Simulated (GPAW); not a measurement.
The O K edge of atom 3 in NaWO3 (Pm-3m), with 2 W at 1.93 Å (linear, site symmetry 4/mmm), was computed in 2 ways: excited-electron core hole (neutral cell) and no core hole. Program and functional: GPAW, LDA, without spin-orbit coupling, Gaussian full width 0.9 eV up to 4 eV, rising linearly to 3.5 eV at 25 eV; cells of 5 and 10 atoms (the run without a hole in the smaller).

Each run is counted from its own lowest empty level or Fermi level and scaled to a mean of 1 over its first 20 eV.

```
E (eV)  run 1  run 2
  -2.0   0.00   0.00
  -1.0   0.00   0.01
   0.0   0.74   0.70
   1.0   1.31   1.57
   2.0   0.61   1.48
   3.0   0.29   0.39
   4.0   1.04   0.42
   5.0   1.49   0.99
   6.0   1.47   0.88
   7.0   2.05   1.24
   8.0   1.95   1.65
   9.0   1.19   1.62
  10.0   1.13   1.17
  11.0   1.58   1.26
  12.0   1.15   1.86
  13.0   0.63   1.57
  14.0   0.37   0.81
  15.0   0.33   0.44
  16.0   0.35   0.37
  17.0   0.43   0.38
  18.0   0.64   0.45
  19.0   0.88   0.60
  20.0   1.00   0.77
  21.0   0.91   0.86
  22.0   0.67   0.80
  23.0   0.44   0.60
  24.0   0.31   0.40
  25.0   0.27   0.29
  26.0   0.29   0.24
  27.0   0.36   0.24
  28.0   0.49   0.30
  29.0   0.61   0.38
  30.0   0.71   0.45
  31.0   0.81   0.50
  32.0   0.95   0.53
```

The database entry behind the starting cell is an old determination (1949), so it need not match the best structure at ambient conditions.

Question: Which run is which?

Run 1: excited-electron core hole (neutral cell) (area from −2 to 6 eV 6.2, main maxima 0.6 eV (1.63), 4.8 eV (1.55), 7.1 eV (2.05) and 11.0 eV (1.58)). Run 2: no core hole (area from −2 to 6 eV 6.0, main maxima 1.5 eV (2.08), 5.4 eV (1.10), 8.3 eV (1.66) and 12.2 eV (1.89)). With each curve scaled to its own mean, the area from −2 to 6 eV with the hole is 6.2 against 6.0, and the centre of weight from −1 to 20 eV moves by -0.2 eV (first and strongest maxima below 20 eV: 1.5 eV (2.08), 8.3 eV (1.66) and 12.2 eV (1.89) without the hole, 0.6 eV (1.63), 7.1 eV (2.05) and 11.0 eV (1.58) with it); the shape changes all the same, by 45 % r.m.s.

[Banner, clock and machine lines of the logs are left out without a mark of their own.]

[Logs are printed without paths, hosts, clocks, repeated set-up lines and the standing remarks that a program may print on its own settings, such as how far it seeks lower states.]

[Hosts, paths, dates, database ids (printed as entryN), source tags and the programs' standing remarks are cut or masked in the printed files.]

[Lists of maxima count a maximum above −3 eV only where it reaches 4 % of the highest in the window and stands out from its surroundings by 2 % of it (1.5 % where it reaches 55 %); shoulders and weaker maxima are passed over, and of the rest the first, up to two pre-edge ones and the few strongest are named.]
